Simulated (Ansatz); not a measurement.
## SiC (F-43m): refractive index against wavelength

The refractive index of SiC (F-43m) below the direct gap (4.55 eV on the mesh) is read from one computed spectrum, n = √(Re ε).

Symmetry: F-43m, No. 216, cubic system. Conventional cell: a = 4.358 Å, b = 4.358 Å, c = 4.358 Å, α = 90.00°, β = 90.00°, γ = 90.00°. Around Si on site a lie 4 C at 1.89 Å. C on site c has 4 Si at 1.89 Å as nearest neighbours.

Method: Ansatz 0.2.0, PBE, independent particles, k-mesh 10×10×10 with interpolation inside its cells, Gaussian parameter 0.1 eV.

Launch of the response step: `ansatz run input.yaml --threads 4 --pin off --max-ram 8192MiB --backend cpu --events-out ev --progress --plain --runs-dir out`. The run took 2 s, on 4 threads of Intel(R) Xeon(R) Platinum 8488C (Sapphire Rapids), with other jobs on the host.

| wavelength (nm) | photon energy E (eV) | n |
| --- | --- | --- |
| 1064 | 1.165 | 2.7128 |
| 850 | 1.459 | 2.7308 |
| 700 | 1.771 | 2.7553 |
| 633 | 1.959 | 2.7728 |
| 532 | 2.331 | 2.8150 |
| 450 | 2.755 | 2.8773 |
| 405 | 3.061 | ? |

In the single-oscillator model n² − 1 = E₀E_d/(E₀² − E²), so 1/(n² − 1) = E₀/E_d − E²/(E₀E_d) is linear in E².

Working, on the rows shown:

| x = E² (eV²) | y = 1/(n² − 1) |
| --- | --- |
| 1.35784 | 0.15725 |
| 2.12762 | 0.154864 |
| 3.13716 | 0.151706 |
| 3.83641 | 0.149512 |
| 5.43137 | 0.14442 |
| 7.59115 | 0.137384 |

Means: x̄ = 3.9136, ȳ = 0.14919. Σ(x − x̄)(y − ȳ) = -0.08337, Σ(x − x̄)² = 26.16. Slope = -0.08337 / 26.16 = -0.003187; intercept = ȳ − slope · x̄ = 0.16166. Turned back into n, the line misses the rows shown by at most 0.00078.

Question: What does the fit predict for the withheld row, and how well does it do?

Answer: At x = 9.3718 the line gives y = 0.13179, that is 2.9305. The run gave 2.9342, so the extrapolation is off by 0.0037, 1.7 % of the range in the table.

Refitted with all rows, the slope is -0.003221 and the intercept 0.16177. These give E₀ = √(intercept/−slope) = 7.09 eV and E_d = E₀/intercept = 43.8 eV; E₀ is 1.6 times the direct gap. The electronic limit at long wavelengths, without lattice vibrations, is n = √(1 + 1/intercept) = 2.680. Excitons are left out and so are local fields; PBE gaps are as a rule too small.
